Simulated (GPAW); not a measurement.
**Dielectric function and optical constants of TiC**

Aim: the dielectric function of TiC, and the optical constants that follow from it. The cell comes from an older database entry, whose edges can differ from later determinations, mostly by under a per cent.

Main program and level: GPAW 26.7.0; DFT, PBE, plane-wave PAW (GPAW data sets), scalar-relativistic, RPA, optical limit.

The database entry behind the starting cell differs from later determinations by our own check (0.1 to 0.3 % short, probably kX units), so it need not match the best structure at ambient conditions.

### Step 1. Starting point

Symmetry: Fm-3m, No. 225, cubic system. Conventional cell: a = 4.319 Å, b = 4.319 Å, c = 4.319 Å, α = 90.00°, β = 90.00°, γ = 90.00°. Nearest to Ti lie 6 C at 2.16 Å. Nearest to C lie 6 Ti at 2.16 Å. Farther neighbours are not listed.

As a file:

```cif
data_structure
_symmetry_space_group_name_H-M 'P 1'
_symmetry_Int_Tables_number 1
_cell_length_a 3.0537
_cell_length_b 3.0537
_cell_length_c 3.0537
_cell_angle_alpha 60.000
_cell_angle_beta 60.000
_cell_angle_gamma 60.000
_cell_volume 20.14
loop_
_atom_site_label
_atom_site_type_symbol
_atom_site_fract_x
_atom_site_fract_y
_atom_site_fract_z
_atom_site_occupancy
Ti1 Ti 0.00000 0.00000 0.00000 1
C2 C 0.50000 0.50000 0.50000 1
```

### Step 2. Ground state

The self-consistent density comes first; it also tells whether there is a gap, which decides the occupations and the need for a Drude term.

This step: DFT, PBE, plane-wave PAW (GPAW data sets), scalar-relativistic, ground state (GPAW 26.7.0).

gs.py

```python
from ase import Atoms
from ase.dft.bandgap import bandgap
from gpaw import GPAW, PW, FermiDirac

atoms = Atoms(['Ti', 'C'],
              cell=[[0.000000000000, 2.159300000000, 2.159300000000],
                    [2.159300000000, 0.000000000000, 2.159300000000],
                    [2.159300000000, 2.159300000000, 0.000000000000]],
              scaled_positions=[[0.000000000000, 0.000000000000, 0.000000000000],
                                [0.500000000000, 0.500000000000, 0.500000000000]],
              pbc=[True, True, True])
atoms.calc = GPAW(mode=PW(500), xc='PBE', kpts={'size': (9, 9, 9), 'gamma': True},
                  occupations=FermiDirac(0.05), maxiter=150, txt='gs.txt')
print('energy (eV)', atoms.get_potential_energy())
print('Fermi level (eV)', atoms.calc.get_fermi_level())
print('valence electrons', atoms.calc.get_number_of_electrons())
print('gap (eV)', bandgap(atoms.calc, output=None)[0])
print('direct gap (eV)', bandgap(atoms.calc, direct=True, output=None)[0])
atoms.calc.write('gs.gpw')
```

Started as:

```
$ OMP_NUM_THREADS=1 python gs.py
```

Numbers of over 12 decimals in the logs are rounded to 6 here.

Output:

```text
__  _  _
 | _ |_)|_||  |
 |__||  | ||/\| - 26.7.0

Versions:
  Python: 3.12.14
  ASE:    3.29.0
  Numpy:  2.5.5
  Scipy:  1.18.1
  Libxc:  7.0.0

Input parameters:
  mode=PW(ecut=500.0),
  kpts=MonkhorstPack(size=(9, 9, 9), gamma=True),
  maxiter=150,
  occupations=Occupations(name='fermi-dirac', width=0.05, fixmagmom=False),
  xc=XC(name='PBE')

Diagonalizing LCAO Hamiltonian
Converting LCAO to pw mode

              C

       Ti

Atoms  # Å, Bohr magnetons
|   | symbol |        x |        y |        z |    initial magnetic moments |
| 0 |     Ti | 0.000000 | 0.000000 | 0.000000 | ( 0.0000,  0.0000,  0.0000) |
| 1 |      C | 2.159300 | 2.159300 | 2.159300 | ( 0.0000,  0.0000,  0.0000) |

Unit cell  # Å
| periodic |        x |        y |        z |  lengths |    angles |
|      yes | 0.000000 | 2.159300 | 2.159300 | 3.053711 | 60.000000 |
|      yes | 2.159300 | 0.000000 | 2.159300 | 3.053711 | 60.000000 |
|      yes | 2.159300 | 2.159300 | 0.000000 | 3.053711 | 60.000000 |

Number of symmetries: 48
Symmetry operations  # r_c * U_cc + t_c -> r_c
|    | kind |            matrix            |
|  0 |  σ   |  1, 0, 0,  1, 0,-1,  1,-1, 0 |
|  1 |  C2  |  1, 0, 0,  1,-1, 0,  1, 0,-1 |
|  2 |  E   |  1, 0, 0,  0, 1, 0,  0, 0, 1 |
|  3 |  σ   |  1, 0, 0,  0, 0, 1,  0, 1, 0 |
|  4 |  C4  |  1, 0,-1,  1, 0, 0,  1,-1, 0 |
|  5 |  S6  |  1, 0,-1,  1,-1, 0,  1, 0, 0 |
|  6 |  σ   |  1, 0,-1,  0, 1,-1,  0, 0,-1 |
|  7 |  C3  |  1, 0,-1,  0, 0,-1,  0, 1,-1 |
|  8 |  S6  |  1,-1, 0,  1, 0, 0,  1, 0,-1 |
|  9 |  C4  |  1,-1, 0,  1, 0,-1,  1, 0, 0 |
| 10 |  C3  |  1,-1, 0,  0,-1, 1,  0,-1, 0 |
| 11 |  σ   |  1,-1, 0,  0,-1, 0,  0,-1, 1 |
| 12 |  σ   |  0, 1, 0,  1, 0, 0,  0, 0, 1 |
| 13 |  C4  |  0, 1, 0,  0, 1,-1, -1, 1, 0 |
| 14 |  C3  |  0, 1, 0,  0, 0, 1,  1, 0, 0 |
| 15 |  S6  |  0, 1, 0, -1, 1, 0,  0, 1,-1 |
| 16 |  C2  |  0, 1,-1,  1, 0,-1,  0, 0,-1 |
| 17 |  σ   |  0, 1,-1,  0, 1, 0, -1, 1, 0 |
| 18 |  S4  |  0, 1,-1,  0, 0,-1,  1, 0,-1 |
| 19 |  C4  |  0, 1,-1, -1, 1, 0,  0, 1, 0 |
| 20 |  C3  |  0, 0, 1,  1, 0, 0,  0, 1, 0 |
| 21 |  σ   |  0, 0, 1,  0, 1, 0,  1, 0, 0 |
| 22 |  S6  |  0, 0, 1,  0,-1, 1, -1, 0, 1 |
| 23 |  C4  |  0, 0, 1, -1, 0, 1,  0,-1, 1 |
| 24 |  S4  |  0, 0,-1,  1, 0,-1,  0, 1,-1 |
| 25 |  C3  |  0, 0,-1,  0, 1,-1,  1, 0,-1 |
| 26 |  C2  |  0, 0,-1,  0,-1, 0, -1, 0, 0 |
| 27 |  S6  |  0, 0,-1, -1, 0, 0,  0,-1, 0 |
| 28 |  S4  |  0,-1, 1,  1,-1, 0,  0,-1, 0 |
| 29 |  C4  |  0,-1, 1,  0, 0, 1, -1, 0, 1 |
| 30 |  C2  |  0,-1, 1,  0,-1, 0,  1,-1, 0 |
| 31 |  σ   |  0,-1, 1, -1, 0, 1,  0, 0, 1 |
| 32 |  C3  |  0,-1, 0,  1,-1, 0,  0,-1, 1 |
| 33 |  S6  |  0,-1, 0,  0, 0,-1, -1, 0, 0 |
| 34 |  S4  |  0,-1, 0,  0,-1, 1,  1,-1, 0 |
| 35 |  C2  |  0,-1, 0, -1, 0, 0,  0, 0,-1 |
| 36 |  C2  | -1, 1, 0,  0, 1, 0,  0, 1,-1 |
| 37 |  S6  | -1, 1, 0,  0, 1,-1,  0, 1, 0 |
| 38 |  S4  | -1, 1, 0, -1, 0, 1, -1, 0, 0 |
| 39 |  C3  | -1, 1, 0, -1, 0, 0, -1, 0, 1 |
| 40 |  S6  | -1, 0, 1,  0, 0, 1,  0,-1, 1 |
| 41 |  C2  | -1, 0, 1,  0,-1, 1,  0, 0, 1 |
| 42 |  C3  | -1, 0, 1, -1, 1, 0, -1, 0, 0 |
| 43 |  S4  | -1, 0, 1, -1, 0, 0, -1, 1, 0 |
| 44 |  C2  | -1, 0, 0,  0, 0,-1,  0,-1, 0 |
| 45 |  i   | -1, 0, 0,  0,-1, 0,  0, 0,-1 |
| 46 |  σ   | -1, 0, 0, -1, 1, 0, -1, 0, 1 |
| 47 |  C2  | -1, 0, 0, -1, 0, 1, -1, 1, 0 |

BZ-sampling:
  Number of BZ points: 729
  Number of IBZ points: 35

  Monkhorst-Pack size: [9, 9, 9]
  Monkhorst-Pack shift: [0, 0, 0]

K-points  # in reciprocal-cell coordinates
|     |                                coordinates |     weight |
|   0 | (  0.00000000,   0.00000000,   0.00000000) | 0.00137174 |
|   1 | (  0.11111111,   0.11111111,   0.00000000) | 0.00823045 |
|   2 | (  0.11111111,   0.11111111,   0.11111111) | 0.01097394 |
|   3 | (  0.22222222,   0.11111111,   0.11111111) | 0.01646091 |
|   4 | (  0.22222222,   0.22222222,   0.00000000) | 0.00823045 |
|   5 | (  0.22222222,   0.22222222,   0.11111111) | 0.03292181 |
|   6 | (  0.22222222,   0.22222222,   0.22222222) | 0.01097394 |
|   7 | (  0.33333333,   0.22222222,   0.11111111) | 0.03292181 |
|   8 | (  0.33333333,   0.22222222,   0.22222222) | 0.03292181 |
|   9 | (  0.33333333,   0.33333333,  -0.33333333) | 0.01646091 |
| ... |                                            |            |
|  34 | (  0.44444444,   0.44444444,   0.44444444) | 0.01097394 |

Plane wave coefficients: 531
Cutoff: 500.0 eV

Spin-components: 1 (collinear spins)
Bands:           14
Projectors:      11
Spin-degeneracy: 2
Datatype:        complex128

Parallelization:
  kpt:    1
  domain: 1
  band:   1

Density:
  Valence electrons: 16.0
  Components: 1
  Grid points: [16 16 16]
  Charge: 0.0  # |e|

Potential:
  Grid points: [16 16 16]

species:
  Ti:
    name:    Titanium
    id:
    Z:       22.0
    valence: 12
    core:    10
    charge:  0.0  # [|e|]
    compensation charges:
      type: gauss
      rc: 0.38  # [Å]
      lmax: 2
    cutoffs:
      filter: 2.23  # [Å]
      core: 1.02  # [Å]
    projectors
    | kind |    occ | energy [eV] | rcut [Å] |
    |   3s |  2.000 |     -62.623 |    1.270 |
    |   4s |  2.000 |      -4.466 |    1.270 |
    |   3p |  6.000 |     -38.862 |    1.058 |
    |   4p |  0.000 |      -1.466 |    1.058 |
    |   3d |  2.000 |      -4.258 |    1.058 |
    |    d |        |      22.953 |    1.058 |

    Using partial waves for Ti as LCAO basis

  C:
    name:    Carbon
    id:
    Z:       6.0
    valence: 4
    core:    2
    charge:  0.0  # [|e|]
    compensation charges:
      type: gauss
      rc: 0.20  # [Å]
      lmax: 2
    cutoffs:
      filter: 1.14  # [Å]
      core: 1.14  # [Å]
    projectors
    | kind |    occ | energy [eV] | rcut [Å] |
    |   2s |  2.000 |     -13.751 |    0.635 |
    |   2p |  2.000 |      -5.284 |    0.635 |
    |    s |        |      13.461 |    0.635 |
    |    p |        |      21.927 |    0.635 |
    |    d |        |       0.000 |    0.635 |

    Using partial waves for C as LCAO basis

Reference energy: -24251.642397  # eV

eigensolver:
  PPCG
  Converge bands: occupied
  niter=2

density mixing:
  MSR1-Mixer
  Pratt-step length: 0.05
  Maximum mixing coefficient: 0.75
  Old densities: 10
  SVD Regularization: 0.005
  Good broyden scale: 1.0
  Trust region scale: 1.0
  Backstep threshold: 4.0
  History deletion threshold: 6.0
  Fourier metric: weight=20.0, sigma=0.015

occupation numbers:
  Fermi-Dirac:
    width: 0.0500  # eV

poisson solver:
  ecut: 4000.0  # eV

xc functional:
  name: PBE with 2 nearest neighbor stencil

convergence criteria:
- Maximum [total energy] change in last 3 cyles: 0.0005 eV / valence electron
- Maximum integral of absolute [dens]ity change: 0.0001 electrons / valence electron
- Maximum integral of absolute [eigenst]ate change: 4e-08 eV^2 / valence electron
maximum number of iterations: 150

SCF iterations
|iter     |      energy | eigst |  dens |
|iter:   1||  -19.778415 | -0.53 |       |
|iter:   2||  -18.927181 | -2.10 | -0.79 |
|iter:   3||  -17.491817 | -0.91 | -0.87 |
|iter:   4||  -17.480888 | -2.46 | -1.58 |
|iter:   5||  -17.492767 | -3.26 | -1.79 |
|iter:   6||  -17.492405 | -3.75 | -2.41 |
|iter:   7||  -17.492415c| -5.89 | -3.42 |
|iter:   8||  -17.492418c| -6.77 | -3.74 |
|iter:   9||  -17.492418c| -7.53c| -4.73c|

Converged in 9 steps
SCF loop duration: 3.597 s (0.400 s/step)
Energy contributions relative to reference atoms: (reference = -24251.642397)

Energy contributions:
  Kinetic:          17.391562
  Coulomb:         -18.340435
  Zero:              0.048509
  External:          0.000000
  Xc:              -16.590841
  Entropy:          -0.002428
  Spinorbit:         0.000000
  ----------------------------
  Free energy:     -17.493632
  Extrapolated:    -17.492418

dipole moment: (-13.794692, -13.794692, -13.794692)  # |e|*Ang

Fermi level: 10.297
Eigenvalues  # (at kpt = [0.000, 0.000, 0.000])
| band index |      eig [eV] | occ [0-2] |
|          0 |       -46.213 |     2.000 |
|          1 |       -22.248 |     2.000 |
|          2 |       -22.248 |     2.000 |
|          3 |       -22.248 |     2.000 |
|          4 |        -2.116 |     2.000 |
|          5 |        11.019 |     0.000 |
|          6 |        11.019 |     0.000 |
|          7 |        11.019 |     0.000 |
|          8 |        11.995 |     0.000 |
|          9 |        11.995 |     0.000 |
|         10 |        11.995 |     0.000 |
|         11 |        12.063 |     0.000 |
|         12 |        12.063 |     0.000 |
|         13 |        20.944 |     0.000 |

No gap
No difference between direct/indirect transitions

--- standard output ---
energy (eV) -17.492418
Fermi level (eV) 10.297246
valence electrons 16.0
gap (eV) 0.0
direct gap (eV) 0.0
```

It took 6.8 s on 1 thread of Intel Xeon Platinum 8488C (Sapphire Rapids), shared host; peak memory 0.11 GiB.

This step gave:

| Quantity | Value |
| --- | --- |
| energy | -17.49 eV |
| Fermi energy | 10.30 eV |
| electrons | 16 |

There are states at the Fermi level within the smearing, so the occupations stay smeared and the carriers get a Drude term.

### Step 3. Bands for the response

At the fixed density, many empty bands are solved on the mesh of the response, since the spectrum sums over them.

This step: DFT, PBE, plane-wave PAW (GPAW data sets), scalar-relativistic, bands at fixed density (GPAW 26.7.0).

nscf.py

```python
from ase.dft.bandgap import bandgap
from gpaw import GPAW, FermiDirac

calc = GPAW('gs.gpw').fixed_density(kpts={'size': (20, 20, 20), 'gamma': True}, nbands=27, convergence={'bands': 21},
                                    occupations=FermiDirac(0.05), txt='nscf.txt')
print('gap (eV)', bandgap(calc, output=None)[0])
print('direct gap (eV)', bandgap(calc, direct=True, output=None)[0])
print('top band over the Fermi level (eV)', min(calc.get_eigenvalues(kpt=k)[20] for k in range(len(calc.get_ibz_k_points()))) - calc.get_fermi_level())
calc.write('full.gpw', mode='all')
```

Started as:

```
$ OMP_NUM_THREADS=1 python nscf.py
```

Output:

```text
Diagonalizing LCAO Hamiltonian
Converting LCAO to pw mode
convergence criteria:
- Maximum integral of absolute [eigenst]ate change: 4e-08 eV^2 / valence electron
maximum number of iterations: 150

SCF iterations
|iter     |      energy | eigst |  dens |
|iter:   1||             | +2.15 |       |
|iter:   2||             | +0.34 |       |
|iter:   3||             | -1.55 |       |
|iter:   4||             | -3.32 |       |
|iter:   5||             | -5.09 |       |
|iter:   6||             | -6.79 |       |
|iter:   7||             | -7.81c|       |
SCF steps: 7
  __  _  _
 | _ |_)|_||  |
 |__||  | ||/\| - 26.7.0

Versions:
  Python: 3.12.14
  ASE:    3.29.0
  Numpy:  2.5.5
  Scipy:  1.18.1
  Libxc:  7.0.0

Input parameters:
  mode=PW(ecut=500.0),
  convergence={'bands': 21},
  gpts=array([16, 16, 16]),
  kpts=MonkhorstPack(size=(20, 20, 20), gamma=True),
  maxiter=150,
  nbands=27,
  occupations=Occupations(name='fermi-dirac', width=0.05, fixmagmom=False),
  parallel={},
  xc=XC(name='PBE')

--- standard output ---
gap (eV) 0.0
direct gap (eV) 0.0
top band over the Fermi level (eV) 27.328979
```

It took 38 s on 1 thread; peak memory 0.23 GiB.

(Part 1 of 2 ends here.)

[Machine, clock and banner lines and Python warnings are left out of the logs.]

[Logs are printed without paths, hosts, clocks, repeated set-up lines and the standing remarks that a program may print on its own settings, such as how far it seeks lower states.]

[Hosts, paths, dates, database ids (printed as entryN), source tags and the programs' standing remarks are cut or masked in the printed files.]
